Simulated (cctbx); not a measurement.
## Accept or mend?

Cell a = 7.3000 Å, b = 14.4580 Å, c = 7.7420 Å, α = 90.00°, β = 96.18°, γ = 90.00°; space group P2_1 (no. 4).

Simulated single-crystal data (cctbx): Cu Kα, λ = 1.54184 Å, to d = 0.8 Å, 70 % of the full sphere, strongest reflection 40000 counts, noise from counting, a 6 % proportional error and a noise floor of 2 counts (s.d.); no absorption.

An anisotropic refinement with weights 1/σ² prints:

```text
Rint 0.037, 189 unique reflections to 2.01 A
cycle     R1     wR2    GooF  max shift (A)
   1  0.0217  0.0578   2.066   0.03119
  12  0.0097  0.0233   0.834   0.03364
final R1 0.0096 wR2 0.0232 GooF 0.831  parameters 144  data/parameter 1.3
atom        x        y        z      Ueq    occ   su(xyz)  su(Uiso or U11)
Mn1    0.55692  0.63645  0.13430   0.0131  1.000  0.00459  0.0344  NPD
Mn2    0.14398  0.37571  0.50521   0.0388  1.000  0.00468  0.0302  NPD
Cl1    0.31872  0.68782  0.93862   0.0104  1.000  0.00547  0.0601  NPD
Cl2    0.22766  0.14109  0.09564   0.0107  1.000  0.00671  0.0756  NPD
Cl3    0.45840  0.47143  0.05138   0.0510  1.000  0.00503  0.0560  NPD
Cl4    0.62281  0.79176  0.21998   0.0384  1.000  0.00748  0.0432  NPD
Cl5    0.03705  0.92299  0.26450   0.0138  1.000  0.00450  0.0470  NPD
Cl6    0.98252  0.41095  0.18985  -0.0401  1.000  0.00478  0.0406  NPD
Cl7    0.41969  0.30440  0.35269   0.0375  1.000  0.00680  0.0418  NPD
Cl8    0.02535  0.73236  0.52101  -0.0252  1.000  0.00539  0.0763  NPD
Cl9    0.31862  0.07145  0.58380   0.0565  1.000  0.00443  0.0504  NPD
Cl10   0.27243  0.52278  0.52732   0.0360  1.000  0.00674  0.0837  NPD
Li1    0.89425  0.83228 -0.00853   0.2888  1.000  0.04214  0.3552  NPD
Li2    0.67348  0.36982  0.16901   0.2138  1.000  0.04194  0.5201  NPD
Li3    0.51351  0.15125  0.29625   0.6286  1.000  0.04641  0.1282  NPD
Li4    0.01337  0.11592  0.34413   0.1238  1.000  0.02757  0.2349  NPD
difference map: max 0.02 min -0.03 rms 0.01
Q1    0.9868  0.0507  0.8659    2    0.03  2.08 A from Cl6
Q2    0.3493  0.2856  0.2672    2    0.02  0.84 A from Cl7
Q3    0.2048  0.1008  0.6908    2    0.02  1.31 A from Cl9
Q4    0.9917  0.0597  0.1519    2    0.02  1.69 A from Li4
Q5    0.0084  0.2332  0.9973    2    0.02  1.60 A from Li1
Q6    0.9940  0.0429  0.4932    2    0.02  1.58 A from Li4
```

**Question.** Can this result stand? If not, what is the likely fault?

Mend it. The fault: data cut at low resolution. Against the right model at the same level, R1 goes from 0.0223 to 0.0096 and GooF from 0.97 to 0.83, Li3 takes U = 0.63 Å² and Mn1, Mn2, Cl1, Cl2, Cl3, Cl4, Cl5, Cl6, Cl7, Cl8, Cl9, Cl10, Li1, Li2, Li3 and Li4 go non-positive-definite. The atoms are right, but there are too few data for the parameters: R1 flatters and the s.u.s grow. Data per parameter fall from 21 to 1.3. The fit had not settled when the cycles ran out.

The compound is Li2MnCl5. The right model at the same level gives:

```text
Rint 0.036, 3024 unique reflections to 0.80 A
cycle     R1     wR2    GooF  max shift (A)
   1  0.0441  0.1475   2.498   0.04366
   3  0.0223  0.0571   0.966   0.00001
final R1 0.0223 wR2 0.0571 GooF 0.966  parameters 144  data/parameter 21.0
atom        x        y        z      Ueq    occ   su(xyz)  su(Uiso or U11)
Mn1    0.54886  0.63599  0.13500   0.0234  1.000  0.00006  0.0002
Mn2    0.14527  0.37141  0.50243   0.0217  1.000  0.00005  0.0002
Cl1    0.31805  0.68838  0.93495   0.0267  1.000  0.00009  0.0003
Cl2    0.22092  0.14303  0.09348   0.0205  1.000  0.00008  0.0003
Cl3    0.46182  0.47770  0.04866   0.0247  1.000  0.00008  0.0003
Cl4    0.62581  0.78829  0.21563   0.0360  1.000  0.00011  0.0004
Cl5    0.03536  0.91997  0.26009   0.0276  1.000  0.00010  0.0003
Cl6    0.97714  0.40828  0.19248   0.0192  1.000  0.00007  0.0002
Cl7    0.42363  0.30929  0.35464   0.0217  1.000  0.00008  0.0003
Cl8    0.02253  0.73263  0.52314   0.0154  1.000  0.00007  0.0002
Cl9    0.31509  0.07397  0.57995   0.0220  1.000  0.00008  0.0003
Cl10   0.26905  0.52744  0.53005   0.0124  1.000  0.00006  0.0002
Li1    0.86176  0.82858  0.00540   0.0294  1.000  0.00075  0.0029
Li2    0.66335  0.35744  0.17797   0.0417  1.000  0.00088  0.0032
Li3    0.49596  0.13685  0.33606   0.0299  1.000  0.00069  0.0023
Li4    0.02024  0.09273  0.32280   0.0277  1.000  0.00066  0.0023
Flack x: 0.006(2)
Hooft y: 0.007(4)  Bijvoet pairs: 1323
difference map: max 0.26 min -0.27 rms 0.07
Q1    0.1946  0.8035  0.3840    2    0.27  2.02 A from Cl8
Q2    0.3657  0.6774  0.1778    2    0.25  1.53 A from Mn1
Q3    0.0840  0.5339  0.6209    2    0.24  1.25 A from Li4
Q4    0.3591  0.8929  0.0354    2    0.24  1.72 A from Li2
Q5    0.2288  0.5068  0.2736    2    0.23  2.00 A from Cl10
Q6    0.2876  0.4378  0.3552    2    0.23  1.89 A from Mn2
```

The model is made up (kin elements in a known structure type, no relaxation), so it says nothing on whether the phase exists.

[Middle refinement cycles are left out of these outputs.]

[Logs are printed without paths, hosts, clocks, repeated set-up lines and the standing remarks that a program may print on its own settings, such as how far it seeks lower states.]
